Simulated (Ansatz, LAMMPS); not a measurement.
# Ionic liquid Pyr13+ Cl- at 400 K (112 atoms): support functions against a reference

Wanted: errors and times of a linear-scaling basis for ionic liquid Pyr13+ Cl- at 400 K (112 atoms). A setting counts as converged where the r.m.s. difference of forces stays under 1 % of the r.m.s. force.

Method: Kohn-Sham DFT, PBE+D3(BJ), PAW (set soft_2), plane waves, in Ansatz 0.2.0.

### 1. Starting point

The cell holds 112 atoms: 32 C, 4 N, 72 H and 4 Cl. Its edges and angles: a = 10.205 Å, b = 10.205 Å, c = 10.205 Å, α = 90.0°, β = 90.0°, γ = 90.0°. 4 Pyr13+, 4 Cl- placed at random, at 1.02 g/cm³; overlaps pushed apart, then 10 ps at 700 K with Joung-Cheatham ions (J. Phys. Chem. B 112, 9020 (2008)); MMFF94 bonds, angles, torsions, charges and radii (Halgren, J. Comput. Chem. 17, 490 (1996)) in harmonic and 12-6 forms; charges of ions scaled by 0.8. Snapshot after 30 ps at 400 K and fixed volume.

Limits known from the start: The network of contacts between molecules at the start is that of the classical potential that made the cell, and needn't be the one that DFT or experiment would give. The density was typed from a rule of thumb and may lie off the real one at this temperature. Sampling is at Γ alone, for a cell whose shortest periodic width is 10 Å.

### 2. Making the structure

A classical potential supplies the starting structure, since it reaches far longer times than DFT.

This step: classical MD, Joung-Cheatham ions (J. Phys. Chem. B 112, 9020 (2008)); MMFF94 bonds, angles, torsions, charges and radii (Halgren, J. Comput. Chem. 17, 490 (1996)) in harmonic and 12-6 forms; charges of ions scaled by 0.8 (LAMMPS 22 Jul 2025 - Update 4).

in.lmp

```
# ionic liquid Pyr13+ Cl-
units real
atom_style full
boundary p p p
bond_style harmonic
angle_style harmonic
dihedral_style opls
improper_style harmonic
special_bonds lj 0 0 0.5 coul 0 0 0.75
read_data data.lmp
neigh_modify delay 0 every 1 check yes one 4000
comm_modify cutoff 12.0
timestep 0.5
thermo_style custom step time temp pe press density
thermo_modify norm yes
# push overlapping molecules apart
pair_style soft 2.6
pair_coeff * * 0.0
variable a equal ramp(1,60)
fix ad all adapt 1 pair soft a * * v_a
velocity all create 700 286668 mom yes dist gaussian
fix lim all nve/limit 0.03
fix lan all langevin 700 700 50 286669 zero yes
thermo 1000
run 3000 post no
unfix ad
pair_style lj/cut/coul/long 9.0
pair_modify mix arithmetic tail yes
pair_coeff 1 1 0.0678 3.3680   # C
pair_coeff 2 2 0.0721 3.3270   # N
pair_coeff 3 3 0.0216 2.5400   # H
pair_coeff 4 4 0.0128 4.8305   # Cl
kspace_style pppm 1.0e-4
thermo 100
# [... 16 lines left out ...]
compute msd all msd com yes
thermo 7500
fix md all nvt temp 400 400 100
run 30000 post no
print "== T400: mean square displacement over the hold $(c_msd[4]:%.2f) A^2"
unfix md
uncompute msd
write_dump all custom T400.dump id type xs ys zs modify sort id
```

On the command line:

```bash
lmp -in in.lmp -log none -nocite
```

Numbers of over 12 decimals in the logs are rounded to 6 here.

Log:

```text
LAMMPS (22 Jul 2025 - Update 4)
Reading data file ...
  orthogonal box = (0 0 0) to (10.20511 10.20511 10.20511)
  112 atoms
  orthogonal box = (0 0 0) to (10.20511 10.20511 10.20511)
  108 bonds
  216 angles
  324 dihedrals
WARNING: Bond/angle/dihedral extent > half of periodic box length
   Step          Time           Temp          PotEng         Press         Density
         0   0              700            0.5574445     -10273.364      1.0229996
      1000   500            607.8164       2.5185583      18264.887      1.0229996
      2000   1000           540.46666      2.7872613      47782.907      1.0229996
[... 43 lines left out ...]
Loop time of 2.20276 s on 1 MPI rank(s) for 5000 steps with 112 atoms
WARNING: Bond/angle/dihedral extent > half of periodic box length
   Step          Time           Temp          PotEng         Press         Density
[... 2 lines left out ...]
     30000   29000          393.56072     -1.3011136      17001.572      1.0229996
     37500   36500          392.87628     -1.2688854      8317.8158      1.0229996
     45000   44000          401.05148     -1.3175914      13280.524      1.0229996
     47000   46000          370.13335     -1.3840469      10821.365      1.0229996
WARNING: Bond/angle/dihedral extent > half of periodic box length
Loop time of 12.6921 s on 1 MPI rank(s) for 30000 steps with 112 atoms
== T400: mean square displacement over the hold 2.51 A^2
```

Wall time 21 s (1 thread of Arm Neoverse V2, shared host); peak memory 0.12 GiB.

The input also reads data.lmp (atoms, bonds and types; not printed here).

### 3. Plane-wave single point

This run is the reference for what follows, at a cutoff of 420 eV.

input.yaml

```yaml
crystal:
  lattice:
    - [10.20511, 0.0, 0.0]
    - [0.0, 10.20511, 0.0]
    - [0.0, 0.0, 10.20511]
  atoms:
    - { symbol: C, position: [0.23379, 0.11979, 0.6869] }
    - { symbol: C, position: [0.30824, 0.01566, 0.76662] }
    - { symbol: C, position: [0.42909, 0.07481, 0.82717] }
    - { symbol: "N", position: [0.53806, 0.10488, 0.73431] }
    - { symbol: C, position: [0.54846, 0.00373, 0.63453] }
    - { symbol: C, position: [0.51062, 0.23011, 0.65155] }
    - { symbol: C, position: [0.60341, 0.3265, 0.69867] }
    - { symbol: C, position: [0.72512, 0.24459, 0.72834] }
    - { symbol: C, position: [0.67079, 0.12868, 0.80826] }
    - { symbol: H, position: [0.14604, 0.07333, 0.65403] }
    - { symbol: H, position: [0.28166, 0.13175, 0.5902] }
    - { symbol: H, position: [0.21806, 0.2061, 0.73892] }
    - { symbol: H, position: [0.24669, 0.98852, 0.84819] }
    - { symbol: H, position: [0.33075, 0.93612, 0.6997] }
    - { symbol: H, position: [0.413, 0.15875, 0.88502] }
    - { symbol: H, position: [0.4755, 0.00319, 0.89109] }
    - { symbol: H, position: [0.45919, 0.00088, 0.57761] }
    - { symbol: H, position: [0.56687, 0.90983, 0.68472] }
    - { symbol: H, position: [0.62843, 0.03191, 0.57899] }
    - { symbol: H, position: [0.51472, 0.20615, 0.54491] }
    - { symbol: H, position: [0.42098, 0.27924, 0.68458] }
    - { symbol: H, position: [0.62173, 0.4076, 0.6298] }
    - { symbol: H, position: [0.56711, 0.37458, 0.79142] }
    - { symbol: H, position: [0.79582, 0.29148, 0.78598] }
    - { symbol: H, position: [0.75049, 0.20755, 0.63159] }
    - { symbol: H, position: [0.73322, 0.04116, 0.815] }
    - { symbol: H, position: [0.63114, 0.15365, 0.90163] }
    - { symbol: C, position: [0.95092, 0.14419, 0.45221] }
    - { symbol: C, position: [0.90882, 0.25005, 0.34412] }
    - { symbol: C, position: [0.79125, 0.332, 0.38058] }
    - { symbol: "N", position: [0.74568, 0.41022, 0.26626] }
    - { symbol: C, position: [0.84072, 0.5288, 0.24696] }
    - { symbol: C, position: [0.72702, 0.33421, 0.14127] }
    - { symbol: C, position: [0.62257, 0.41808, 0.07238] }
    - { symbol: C, position: [0.54873, 0.49199, 0.17334] }
    - { symbol: C, position: [0.61087, 0.4604, 0.3004] }
    - { symbol: H, position: [0.89739, 0.05297, 0.43191] }
    - { symbol: H, position: [0.05903, 0.12687, 0.44606] }
    - { symbol: H, position: [0.93429, 0.18337, 0.55394] }
    - { symbol: H, position: [0.89071, 0.19623, 0.24964] }
    - { symbol: H, position: [0.99139, 0.32196, 0.3272] }
    - { symbol: H, position: [0.72341, 0.25862, 0.40625] }
    - { symbol: H, position: [0.80618, 0.39968, 0.45424] }
    - { symbol: H, position: [0.79354, 0.59554, 0.18424] }
    - { symbol: H, position: [0.85991, 0.57879, 0.34591] }
    - { symbol: H, position: [0.93701, 0.49493, 0.20391] }
    - { symbol: H, position: [0.81665, 0.32929, 0.08291] }
    - { symbol: H, position: [0.6908, 0.2394, 0.17227] }
    - { symbol: H, position: [0.54698, 0.36221, 0.02013] }
    - { symbol: H, position: [0.67537, 0.48534, 0.00126] }
    - { symbol: H, position: [0.44323, 0.46847, 0.17689] }
    - { symbol: H, position: [0.57116, 0.59258, 0.1635] }
    - { symbol: H, position: [0.55431, 0.38354, 0.33946] }
    - { symbol: H, position: [0.61877, 0.54377, 0.37247] }
    - { symbol: C, position: [0.31976, 0.15243, 0.15847] }
    - { symbol: C, position: [0.41348, 0.09171, 0.25302] }
    - { symbol: C, position: [0.34583, 0.98458, 0.32852] }
    - { symbol: "N", position: [0.29943, 0.87086, 0.24934] }
    - { symbol: C, position: [0.40546, 0.8303, 0.14996] }
    - { symbol: C, position: [0.26956, 0.75502, 0.33516] }
    - { symbol: C, position: [0.16131, 0.67686, 0.27425] }
    - { symbol: C, position: [0.07552, 0.78418, 0.21455] }
    - { symbol: C, position: [0.1634, 0.89674, 0.18174] }
    - { symbol: H, position: [0.30038, 0.09319, 0.07572] }
    - { symbol: H, position: [0.22311, 0.17624, 0.20296] }
    - { symbol: H, position: [0.35644, 0.24188, 0.13044] }
    - { symbol: H, position: [0.50389, 0.05869, 0.20761] }
    - { symbol: H, position: [0.43954, 0.17036, 0.32554] }
    - { symbol: H, position: [0.40759, 0.94363, 0.40025] }
    - { symbol: H, position: [0.25817, 0.02079, 0.37667] }
    - { symbol: H, position: [0.50383, 0.83029, 0.19038] }
    - { symbol: H, position: [0.37745, 0.73435, 0.11329] }
    - { symbol: H, position: [0.42217, 0.89372, 0.06696] }
    - { symbol: H, position: [0.35969, 0.70064, 0.33941] }
    - { symbol: H, position: [0.24754, 0.78139, 0.43527] }
    - { symbol: H, position: [0.10741, 0.63255, 0.35754] }
    - { symbol: H, position: [0.20807, 0.60264, 0.2138] }
    - { symbol: H, position: [0.04252, 0.73674, 0.12503] }
    [... 28 atom lines left out ...]
    - { symbol: H, position: [0.07935, 0.75951, 0.89272] }
    - { symbol: H, position: [0.91459, 0.76518, 0.92099] }
    - { symbol: Cl, position: [0.01918, 0.13666, 0.96735] }
    - { symbol: Cl, position: [0.28264, 0.42902, 0.45684] }
    - { symbol: Cl, position: [0.47201, 0.70162, 0.86027] }
    - { symbol: Cl, position: [0.7413, 0.814, 0.39423] }
kpoints:
  mp_grid: { grid: [1, 1, 1] }
hamiltonian:
  xc: pbe
  dispersion: d3bj
scf:
  occupations: { method: fixed }
output:
  forces: true
  stress: true
  populations: intrinsic
  dos:
    method: { smearing: { sigma: 0.15 } }
    de: 0.1
    projected: { site_lists: { C: [C], Cl: [Cl], H: [H], "N": ["N"] } }
  eigenvalues: true
  write_density: true
  write_potential: true
  volumetric_format: npy
```

On the command line:

```bash
ansatz run input.yaml --threads 4 --pin off --max-ram 8192MiB --backend cpu --events-out ev --progress --plain --runs-dir out
```

Log:

```text
Engine: ansatz 0.2.0, aarch64-unknown-linux-gnu
Pseudopotentials: kind: paw
Pseudopotential: C, paw, valence charge 4, recommended cutoff 420 eV (normal), C.paw.azcp
Pseudopotential: N, paw, valence charge 5, recommended cutoff 420 eV (normal), N.paw.azcp
Pseudopotential: H, paw, valence charge 1, recommended cutoff 420 eV (normal), H.paw.azcp
Pseudopotential: Cl, paw, valence charge 7, recommended cutoff 420 eV (normal), Cl.paw.azcp
Functional definition: PBE
  parameter kappa = 0.804
  parameter beta = 0.066725
  exchange = pbe_x(kappa = kappa, mu = beta*pi^2/3)
  correlation = pbe_c(beta = beta)
Crystal: 112 atoms, lattice volume = 1062.804 Å³
Basis set: ecut = 420 eV, 20719 PW (Γ), exchange–correlation on 144×144×144 points (8 copies of the dense FFT grid, shifted against one another)
Bands: 236, of which v1, the nominal top of the filled ones, is band 124 counted from 1 (123 counted from 0)
Symmetry: 1 space group operations
Space group: P1 (ITA 1), of the structure as read, at distance tolerance 1.0e-4 Å
k-points: 1
Non-local potential: C, projectors of the file, l = 0: 2, l = 1: 2, l = 2: 1
Non-local potential: N, projectors of the file, l = 0: 2, l = 1: 2, l = 2: 1
Non-local potential: H, projectors of the file, l = 0: 2, l = 1: 1
Non-local potential: Cl, projectors of the file, l = 0: 2, l = 1: 2, l = 2: 2
PAW form: soft (Blöchl's): semilocal exchange-correlation on the pseudo side does not see the compensation charge
PAW one-centre angular grid: C, 110 points (default); XC on 64 Gauss nodes
PAW one-centre angular grid: N, 110 points (default); XC on 64 Gauss nodes
PAW one-centre angular grid: H, 110 points (default); XC on 64 Gauss nodes
PAW one-centre angular grid: Cl, 110 points (default); XC on 64 Gauss nodes
Initial density: superposition of atomic densities (neutral atoms: chi_scale 0, normalization atom), corrected by the library's trained network
Initial wavefunctions: pseudopotential atomic-orbital guess
Functional: x = pbe(κ = 0.804, μ = 0.219515), c = pbe(β = 0.066725)
SCF iter   1: F=—  HF=-15046.652960 eV  |F-HF|=—  |Δ(HF+E_count)|=         —  Δρ=4.42e-3  dr2=4.21e-1  ethr=1.77e-3  ⟨swp⟩=5.0  Hψ=825  notcnv=0  defer=110
preconditioner: auto → Resta (q_TF=auto, 2.141 Å⁻¹)  ε∞=2.3  [insulator: Δε(μ)=4.016 eV  Ē_g=15.292 eV  n_scr=178 (ndim 8)  ℏωp=17.6 eV  f_vac=0.161  ε∞_Penn≈2.3]
SCF iter   2: F=—  HF=-15046.552094 eV  |F-HF|=—  |Δ(HF+E_count)|=   1.01e-1  Δρ=2.12e-3  dr2=7.11e-2  ethr=1.70e-4  ⟨swp⟩=2.0  Hψ=281  notcnv=0  defer=110
SCF iter   3: F=—  HF=-15046.544091 eV  |F-HF|=—  |Δ(HF+E_count)|=   8.00e-3  Δρ=7.43e-4  dr2=1.03e-2  ethr=2.87e-5  ⟨swp⟩=4.0  Hψ=257  notcnv=0  defer=110
SCF iter   4: F=—  HF=-15046.543667 eV  |F-HF|=—  |Δ(HF+E_count)|=   4.24e-4  Δρ=2.21e-4  dr2=8.05e-4  ethr=4.16e-6  ⟨swp⟩=3.0  Hψ=213  notcnv=0  defer=110
SCF iter   5: F=—  HF=-15046.543864 eV  |F-HF|=—  |Δ(HF+E_count)|=   1.96e-4  Δρ=1.20e-4  dr2=1.73e-4  ethr=3.25e-7  ⟨swp⟩=2.0  Hψ=255  notcnv=0  defer=110
SCF iter   6: F=—  HF=-15046.543864 eV  |F-HF|=—  |Δ(HF+E_count)|=   1.81e-7  Δρ=4.84e-5  dr2=2.44e-5  ethr=6.99e-8  ⟨swp⟩=2.0  Hψ=396  notcnv=0  defer=110
SCF iter   7: F=—  HF=-15046.544668 eV  |F-HF|=—  |Δ(HF+E_count)|=   8.04e-4  Δρ=1.19e-5  dr2=1.74e-6  ethr=9.83e-9  ⟨swp⟩=2.0  Hψ=253  notcnv=0  defer=108
SCF iter   8: F=—  HF=-15046.544669 eV  |F-HF|=—  |Δ(HF+E_count)|=   1.08e-6  Δρ=3.30e-6  dr2=1.63e-7  ethr=7.03e-10  ⟨swp⟩=2.0  Hψ=253  notcnv=0  defer=108
SCF iter   9: F=-15046.544669 eV  HF=-15046.544669 eV  |F-HF|=2.39e-9  |Δ(HF+E_count)|=   1.68e-7  Δρ=1.19e-6  dr2=2.04e-8  ethr=4.03e-11  ⟨swp⟩=25.0  Hψ=2268  notcnv=0
SCF 1 converged in 9 iterations: F = -15046.544669 eV  dr2 = 2.04e-8
  greatest PAW one-centre occupation: 0.904 electrons in one spin orbital (limit 2), on the Cl atom at site 108 (counted from 0), in its partial waves of l = 0
WARN: The input density's exchange-correlation potential varies sharply where the density is thin. Do not read a vacuum level from v_tot or v_xc, or from such a field of the output density. On a cell that repeats whose density bears no net charge and no dipole along the vacuum's axis use v_es (v_loc + v_h of the components); [...]
SCF converged after 9 iterations
Free energy (F): -15046.544669 eV
Harris-Foulkes:  -15046.544669 eV  (|F-HF|=2.39e-9)
Internal energy: -15046.544669 eV  (E = F + TS)
E sigma→0 (E₀):  -15046.544669 eV
Fermi energy:    0.510783 eV
--- Per-component energies (eV) ---
  E_band       = -1791.308634
  E_kinetic    = 5122.435127
  E_local      = -15454.648144  (includes V_loc(G=0)·N_el)
  E_nonlocal   = 1288.659470
  E_hartree    = 5569.068728
  E_xc         = -2867.978188
  E_vxc        = -3549.808481  (∫ρ·V_xc dr)
  E_paw        = -6369.082303  (= ΣΔE_a)
  E_vpaw       = -335.991122  (= ΣTr[D̂ρ^β])
  E_aug_tail   = -0.099270  (compensation charges beyond the density's cutoff)
  E_ewald      = -2328.709377
  E_disp       = -6.190712  (pairwise vdW)
  E_smearing   = -0.000000  (= −TS)
  E_closure    = 0.000000  (closes the sum)
  Σ components = -15046.544669   (vs F -15046.544669, Δ=0.00e0)
--- Forces (eV/Å), atoms counted from 1 ---
  atom   1  C      1.01375146    -2.58071283    -1.70540012
  atom   2  C     -0.15989143     1.91158286    -0.51674783
  atom   3  C      1.03387753    -1.92031545    -0.18533298
  atom   4  N     -0.48751648     0.91430815    -0.94755635
  atom   5  C     -0.29940354    -1.80661397     1.48193295
  atom   6  C     -1.50824372     0.30022542     0.48319867
  atom   7  C      2.07543166     1.73752658     1.51718456
  atom   8  C     -1.79084189    -0.97141639     0.08167122
  atom   9  C     -0.99554148     0.41018444    -1.75480339
  atom  10  H     -1.31306900    -0.03695897     0.18862388
  atom  11  H      0.16439070     0.71374023     0.45789629
  atom  12  H     -0.47080401     1.70231926     0.69895115
  atom  13  H     -0.35196541    -0.55819509     0.36612760
  atom  14  H      0.03255019    -0.64556191     0.53302264
[...]
atom 111  Cl     0.12687481     0.04570335    -0.01048909
  atom 112  Cl    -0.01432847     0.01593302     0.04123587
  max |Σ_I F_I| component: 2.14e-5 eV/Å
--- Stress (GPa, compression-positive) ---
        1.250664       1.217843       0.604910
        1.217843       2.310768      -0.232152
        0.604909      -0.232151       2.444226
  P = ⅓ Tr σ = 2.0019 GPa (20.019 kbar)
--- Band table (eV) ---
  k-point 0: bands = ["-20.8089", "-20.7597", "-20.6414", "-20.3000", [... 220 levels ...], "11.1974", "11.2176", "11.3105", "11.3193", "11.3848", "11.4490", "11.5538", "11.6050", "11.6494", "11.6870", "11.7344", "11.8018"]
--- intrinsic populations: 112 sites ---
  site symbol       q [e]
     0      C      4.5166
     1      C      4.3193
     2      C      4.2330
[...]
111     Cl      7.8561
  spilling = -0.000000 (of n_electrons = 248.000000)
```

It took 9.3 s on 4 threads of Arm Neoverse V2, shared host; peak memory 1.1 GiB; 35 s of CPU time.

The column dr2 measures how far the density is from self-consistency, as an energy; F and HF (Harris–Foulkes) agree once it is small.

The program notes that the exchange-correlation potential is rough where the density is thin.

Numbers from this run:

```
free energy                                      : -15046.5447 eV
free energy per atom                             : -134.3441 eV/atom
SCF cycles                                       : 9
pressure                                         : 2.002 GPa
r.m.s. force component                           : 0.8788 eV/Å
longest force                                    : 3.376 eV/Å
Fermi energy                                     : 0.5108 eV
gap (highest filled to lowest empty level) : 3.555 eV
```

The r.m.s. force component of 0.88 eV/Å sets the scale for the differences below.

### 4. Support functions medium

The cell is solved in localised support functions.

This step: Kohn-Sham DFT, PBE+D3(BJ), PAW (set soft_2), localised support functions (medium) (Ansatz 0.2.0).

input.yaml, the sections that differ from step 3:

```yaml
scf:
  occupations: { method: fixed }
  eigensolver: { kind: { support_functions: { accuracy: medium } } }
  max_iter: 150
output:
  forces: true
  eigenvalues: true
# crystal, kpoints, hamiltonian: as in step 3
```

Log:

```text
Warning: scf.eigensolver.kind.support_functions: disabling space-group detection — the functions' gradient is summed over unrotated k-points, so no spatial operation reduces the k-mesh or symmetrises the density; time reversal is kept, so that k and −k are solved as one point where they differ and the mesh holds both, and exact exchange and, on two spinor components, a DFT+U term hold to it where the run has them: [...]
settings of this run that can trade accuracy for cost: scf.eigensolver.kind.support_functions [...]
[...]
Crystal: 112 atoms, lattice volume = 1062.804 Å³
Basis set: ecut = 420 eV, 20719 PW (Γ), exchange–correlation on 144×144×144 points (8 copies of the dense FFT grid, shifted against one another)
Bands: 149, of which v1, the nominal top of the filled ones, is band 124 counted from 1 (123 counted from 0)
Symmetry: 1 space group operations
k-points: 1
[...]
SCF iter   1: F=—  HF=-15079.358337 eV  |F-HF|=—  |Δ(HF+E_count)|=         —  Δρ=1.16e-1  dr2=1.59e2  ethr=1.00e-1
[...]
SCF iter  11: F=—  HF=-15046.913785 eV  |F-HF|=—  |Δ(HF+E_count)|=   1.36e-3  Δρ=1.26e-5  dr2=3.05e-6  ethr=1.27e-8  κ⁻¹=2.9e-6(r=7)
SCF iter  12: F=-15046.914833 eV  HF=-15046.914833 eV  |F-HF|=2.39e-7  |Δ(HF+E_count)|=   1.05e-3  Δρ=5.32e-6  dr2=6.45e-7  ethr=1.23e-9
SCF 1 converged in 12 iterations: F = -15046.926708 eV  dr2 = 6.45e-7
[...]
SCF converged after 12 iterations
Stability not checked: this state was not tested for a lower state beside it, because the mixer in use, unlike msr1, does not test its closes by its own steps (another_mixer; see scf.mixing.algorithm and scf.lower_state_search)
Free energy (F): -15046.926708 eV
[...]
Internal energy: -15046.926708 eV  (E = F + TS)
E sigma→0 (E₀):  -15046.926708 eV
Fermi energy:    0.509841 eV
[...]
Σ components = -15046.926708   (vs F -15046.926708, Δ=0.00e0)
--- Forces (eV/Å), atoms counted from 1 ---
  atom   1  C      1.00736103    -2.57494284    -1.71211773
  atom   2  C     -0.16320499     1.89929152    -0.51588648
  atom   3  C      1.03784065    -1.91779739    -0.17281064
  atom   4  N     -0.48794541     0.91227908    -0.94753285
[...]
atom 112  Cl    -0.01420192     0.01577552     0.04124026
  max |Σ_I F_I| component: 4.73e-3 eV/Å
--- Band table (eV) ---
[...]
```

Wall time 41 s (4 threads); peak memory 1.8 GiB.

The program notes that the band table was not solved further than the SCF left it and it switched symmetry off.

Keys that differ from the reference: support_functions.accuracy = "medium" and scf.max_iter = 150.

Forces differ from the reference by 6.2 meV/Å r.m.s., 0.71 % of their size, within a tolerance of 1 %; the energy by -3.4 meV/atom. It took 41 s and 12 cycles; the reference's time can't be set against it, since the two runs asked for unlike analyses.

[end of part 1 of 3]

[Logs are printed without paths, hosts, clocks, repeated set-up lines and the standing remarks that a program may print on its own settings, such as how far it seeks lower states.]

[Hosts, paths, dates, database ids (printed as entryN), source tags and the programs' standing remarks are cut or masked in the printed files.]

[The MMFF94 radii named for the starting cell were scaled by 0.96; in molecules described by MMFF94, hydrogen bound to N, O or S took a small fixed 12-6 site in their place.]
